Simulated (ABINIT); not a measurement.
## MoS2 (P6_3/mmc): G0W0 in ABINIT against the exchange cutoff

Aim: move the exchange cutoff of a G0W0 run on MoS2 (P6_3/mmc) over a wide range.

Main program and level: ABINIT 10.8.3; PBE and many-body steps on it, plane waves.

This is a report of a sequence of runs, with most program output left out.

The database entry behind the starting cell differs from later determinations by our own check (about 0.3 % long), so it need not match the best structure at ambient conditions.

## 1. The structure

The structure is hexagonal, space group P6_3/mmc (No. 194). Conventional cell: a = 3.169 Å, b = 3.169 Å, c = 12.324 Å, α = 90.00°, β = 90.00°, γ = 120.00°. Nearest to Mo lie 6 S at 2.41 Å. Nearest to S lie 3 Mo at 2.41 Å. Farther neighbours and most contacts between anions are not listed.

The cell and positions come from the Crystallography Open Database and are kept as given unless a step says otherwise.

## 2. Screening, 6×6×1 mesh, 106 bands, screening to 130.6 eV

This step: ABINIT 10.8.3; RPA screening on PBE, plane waves, norm-conserving pseudopotentials.

The RPA dielectric matrix is built and inverted for each q.

File run.abi:

```
acell 3*1.0 Angstrom
rprim 
  3.169000000004 -0.000000000001 0.000000000000
  -1.584500000001 2.744434504597 0.000000000000
  0.000000000000 0.000000000000 12.324000000000
ntypat 2
znucl 42 16
natom 6
typat 1 1 2 2 2 2
xred 
  0.333333333333 0.666666666667 0.250000000000
  0.666666666667 0.333333333333 0.750000000000
  0.333333333333 0.666666666667 0.623000000000
  0.666666666667 0.333333333333 0.123000000000
  0.333333333333 0.666666666667 0.877000000000
  0.666666666667 0.333333333333 0.377000000000
pp_dirpath "pseudos"
pseudos "Mo.upf, S.upf"
ecut 36
ngkpt 6 6 1
nshiftk 1
shiftk 0 0 0
kptopt 1
chksymbreak 0
istwfk *1
occopt 1
irdwfk 1
optdriver 3
nband 106
ecuteps 4.8
inclvkb 2
awtr 1
symchi 1
indata_prefix "in"
outdata_prefix "out"
tmpdata_prefix "tmp"
```

Started as:

```
$ OMP_NUM_THREADS=1 mpirun -n 8 abinit run.abi > log
```

Elapsed: 50 s, on 8 MPI ranks of Arm Neoverse V1, shared host; peak memory 2.4 GiB; 6.7 min of CPU time.

Numbers from this step:

- ε∞ with local fields, on this mesh, along the program's q direction: 14.48
- the same without local fields: 16.28
- plasma frequency: 25.86 eV
- plane waves in the screening matrix: 341

Local fields lower ε∞ by 11 %. On a Γ-centred mesh this coarse the value itself is usually too large, while a short band sum pulls it down.

## 3. 3.6 Ha

This step: G0W0 on PBE, plane waves, norm-conserving pseudopotentials.

Edit run.abi of step 2 so:

```diff
@@ -27,8 +27,19 @@
 irdwfk 1
-optdriver 3
+optdriver 4
 nband 106
+gwcalctyp 0
+ecutsigx 3.6
+symsigma 1
+nkptgw 3
+kptgw 
+  0.0000000000 0.0000000000 0.0000000000
+  0.1666666667 0.1666666667 0.0000000000
+  0.3333333333 0.3333333333 0.0000000000
+bdgw 
+  25 28
+  25 28
+  25 28
 ecuteps 4.8
-inclvkb 2
-awtr 1
-symchi 1
+irdscr 1
+ppmodel 1
 indata_prefix "in"
```

It took 12 s on 8 MPI ranks; peak memory 1.5 GiB.

Numbers from this step:

* G0W0 gap on the points computed: 1.022 eV
* starting gap on the mesh: 0.8887 eV
* k of the valence top: 0, 0, 0
* k of the conduction bottom: 0.1667, 0.1667, 0
* Z at the valence top: 0.778
* Z at the conduction bottom: 0.786
* least direct G0W0 gap on the computed points: 2.192 eV

## 4. 7.2 Ha

Edit run.abi of step 3 so:

```diff
@@ -30,3 +30,3 @@
 gwcalctyp 0
-ecutsigx 3.6
+ecutsigx 7.2
 symsigma 1
```

It took 17 s on 8 MPI ranks; peak memory 1.7 GiB.

Numbers from this step:

```
G0W0 gap on the points computed              : 1.159 eV
starting gap on the mesh                     : 0.8887 eV
k of the valence top                         : 0, 0, 0
k of the conduction bottom                   : 0.1667, 0.1667, 0
Z at the valence top                         : 0.776
Z at the conduction bottom                   : 0.785
least direct G0W0 gap on the computed points : 2.306 eV
```

## 5. 14.4 Ha

The self-energy is evaluated for the states that the input lists, and the levels follow from it, in one-shot runs by the linearised quasiparticle equation.

Edit run.abi of step 4 so:

```diff
@@ -30,3 +30,3 @@
 gwcalctyp 0
-ecutsigx 7.2
+ecutsigx 14.4
 symsigma 1
```

It took 17 s on 8 MPI ranks; peak memory 1.7 GiB; 2.3 min of CPU time.

This step gave:

```yaml
g0w0_gap_on_the_points_computed: 1.191 eV
starting_gap_on_the_mesh: 0.8887 eV
k_of_the_valence_top: 0, 0, 0
k_of_the_conduction_bottom: 0.1667, 0.1667, 0
least_direct_g0w0_gap_on_the_computed_points: 2.193 eV
```

The gap on the mesh goes from 0.89 eV to 1.19 eV, a correction of +0.30 eV.

## 6. 25.2 Ha

Edit run.abi of step 5 so:

```diff
@@ -30,3 +30,3 @@
 gwcalctyp 0
-ecutsigx 14.4
+ecutsigx 25.2
 symsigma 1
```

It took 17 s on 8 MPI ranks; peak memory 1.7 GiB.

This step gave:

```
G0W0 gap on the points computed              : 1.192 eV
starting gap on the mesh                     : 0.8887 eV
k of the valence top                         : 0, 0, 0
k of the conduction bottom                   : 0.1667, 0.1667, 0
least direct G0W0 gap on the computed points : 2.183 eV
```

Against the run before, the gap moves by +0.001 eV.

## 7. 36 Ha

Edit run.abi of step 6 so:

```diff
@@ -30,3 +30,3 @@
 gwcalctyp 0
-ecutsigx 25.2
+ecutsigx 36
 symsigma 1
```

Run time: 18 s. Hardware: 8 MPI ranks; peak memory 1.7 GiB; 2.4 min of CPU time.

Numbers from this step:

| Property | Result |
| --- | --- |
| G0W0 gap on the points computed | 1.192 eV |
| starting gap on the mesh | 0.8887 eV |
| k of the valence top | 0, 0, 0 |
| k of the conduction bottom | 0.1667, 0.1667, 0 |
| least direct G0W0 gap on the computed points | 2.183 eV |

Against the run before, the gap moves by +0.000 eV.

## 8. The runs together

Times are wall times on 8 MPI ranks of Arm Neoverse V1, shared host, good to a factor of about two. A run's time includes the screening step that it read.

```tsv
run	mesh	bands	screening cutoff (eV)	DFT gap (eV)	gap on the mesh (eV)	direct (eV)	ε∞ used	time
3.6 Ha	6×6×1	106	130.6	0.889	1.022	2.192	14.48	62 s
7.2 Ha	6×6×1	106	130.6	0.889	1.159	2.306	14.48	67 s
14.4 Ha	6×6×1	106	130.6	0.889	1.191	2.193	14.48	67 s
25.2 Ha	6×6×1	106	130.6	0.889	1.192	2.183	14.48	67 s
36 Ha	6×6×1	106	130.6	0.889	1.192	2.183	14.48	68 s
```

## 9. What came out

- 3.6 Ha: 1.022 eV
- 7.2 Ha: 1.159 eV
- 14.4 Ha: 1.191 eV
- 25.2 Ha: 1.192 eV
- 36 Ha: 1.192 eV
- known limits: not at the basis limit; no spin-orbit coupling; coarse k mesh

What this shows: The setting moved: exchange cutoff. From 3.6 Ha to 36 Ha the gap moves by +0.17 eV. It holds to 0.03 eV from 14.4 Ha on. Bands and screening cutoff are coupled, so a series along one setting does not show full convergence. Below the screening cutoff the correlation part is cut too. Bands and cutoff are finite, so the gap is not at the basis limit. The miss can reach some tenths of an eV and take either sign; the mesh is an error of its own. In the G0W0 runs levels were corrected at 3 k points alone, so a gap called «on the mesh» is the least over those, and an edge elsewhere would be missed. The 6×6×1 mesh is coarse for this cell, which bears on the long-range parts of exchange and screening. The many-body steps are scalar-relativistic: spin-orbit coupling is not in them.

[Paths, hosts, dates, memory and timing lines, banners, echoed tables and standing remarks are left out of the program output.]

[Logs are printed without paths, hosts, clocks, repeated set-up lines and the standing remarks that a program may print on its own settings, such as how far it seeks lower states.]

[Runs of the session that timed out or met a known fault of the program may be left out.]

[Hosts, paths, dates, database ids (printed as entryN), source tags and the programs' standing remarks are cut or masked in the printed files.]

[G0W0 gaps are taken among the corrected bands and points alone; a level outside them can change the order at an edge.]

[Where Ansatz stands beside ABINIT at settings called matched, ABINIT's density can come from a denser mesh and the files from another edition; pairs whose starting gaps differed by over 0.03 eV were left out, so agreement reads better than it is.]
